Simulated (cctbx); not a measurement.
**Reading a Patterson map**

Space group Pnma (no. 62), a = 9.8470 Å, b = 3.3010 Å, c = 12.6290 Å, α = 90.00°, β = 90.00°, γ = 90.00°, content Bi4 Sb4 Mn4 O16.

The data are simulated with cctbx, not measured: Cu Kα, λ = 1.54184 Å, to d = 0.8 Å, 80 % of the full sphere, strongest reflection 40000 counts, noise from counting, a 6 % proportional error and a noise floor of 15 counts (s.d.); no absorption.

Patterson synthesis from sharpened amplitudes, origin scaled to 1000:

```text
Patterson group P m m m
      u       v       w   height  length (A)
  0.000   0.000   0.000   1000.0     0.00
  0.419   0.500   0.500    338.7     7.72
  0.500   0.000   0.275    332.1     6.02
  0.181   0.000   0.444    246.0     5.89
  0.315   0.000   0.169    205.4     3.76
  0.394   0.500   0.056    200.9     4.28
  0.104   0.500   0.330    196.7     4.60
  0.073   0.500   0.227    189.4     3.39
  0.209   0.500   0.500    118.1     6.84
  0.500   0.000   0.389    115.4     6.96
  0.225   0.500   0.214     78.5     3.86
  0.355   0.000   0.281     71.1     4.98
  0.271   0.500   0.061     70.7     3.23
  0.167   0.000   0.273     63.7     3.82
```

**Question.** Which atom pairs make the peaks, and where is the heaviest atom?

A peak at u stands for all pairs with xi − xj = u, with weight Σ ZiZj against Σ Z² = 41484 at the origin. Peak heights follow these weights only roughly, since form factors, motion and series ripples differ, all vectors within 0.55 Å of a peak are counted as merged into it though the farther ones add only part of their weight, and F(000) is left out, which lowers the whole map:

| u | v | w | shortest length (Å) | height | 1000 ΣZiZj/ΣZ² | pairs in the cell |
| --- | --- | --- | --- | --- | --- | --- |
| 0.419 | 0.500 | 0.500 | 7.72 | 339 | 335 | 2 × Bi–Bi, 2 × O–O |
| 0.500 | 0.000 | 0.275 | 6.03 | 332 | 335 | 2 × Bi–Bi, 2 × O–O |
| 0.181 | 0.000 | 0.444 | 5.88 | 246 | 307 | 2 × Bi–Sb, 2 × Bi–Mn, 2 × O–O |
| 0.315 | 0.000 | 0.169 | 3.77 | 205 | 239 | 2 × Bi–Sb, 2 × Bi–O, 2 × O–O |
| 0.394 | 0.500 | 0.056 | 4.28 | 201 | 204 | 2 × Bi–Sb |
| 0.104 | 0.500 | 0.330 | 4.60 | 197 | 204 | 2 × Bi–Sb |
| 0.073 | 0.500 | 0.227 | 3.39 | 189 | 255 | 1 × Bi–Bi, 2 × Sb–Mn, 2 × Sb–O, 5 × O–O |
| 0.209 | 0.500 | 0.500 | 6.84 | 118 | 125 | 2 × Sb–Sb |
| 0.500 | 0.000 | 0.389 | 6.96 | 115 | 145 | 2 × Sb–Sb, 4 × Mn–O |
| 0.225 | 0.500 | 0.214 | 3.86 | 78 | 100 | 2 × Bi–Mn |

The table stops at ten peaks or at a height of 45, below which ripples compete. In the model behind the data Bi, the heaviest element, has 1 independent site: (0.4602, 1/4, 0.1122), up to an allowed shift of origin; the Bi–Bi vectors are differences of these positions and their symmetry mates. The whole model:

| atom | mult. | x | y | z | Ueq (Å²) |
| --- | --- | --- | --- | --- | --- |
| Bi1 | 4 | 0.4602 | 1/4 | 0.1122 | 0.0081 |
| Sb1 | 4 | 0.3526 | 3/4 | 0.4443 | 0.0080 |
| Mn1 | 4 | 0.1911 | 3/4 | 0.1663 | 0.0103 |
| O1 | 4 | 0.0432 | 1/4 | 0.0998 | 0.0156 |
| O2 | 4 | 0.2747 | 3/4 | 0.0055 | 0.0144 |
| O3 | 4 | 0.0743 | 3/4 | 0.3211 | 0.0142 |
| O4 | 4 | 0.3158 | 1/4 | 0.2299 | 0.0132 |

The model is made up (kin elements in a known structure type, no relaxation), so it says nothing on whether the phase exists.

[Logs are printed without paths, hosts, clocks, repeated set-up lines and the standing remarks that a program may print on its own settings, such as how far it seeks lower states.]
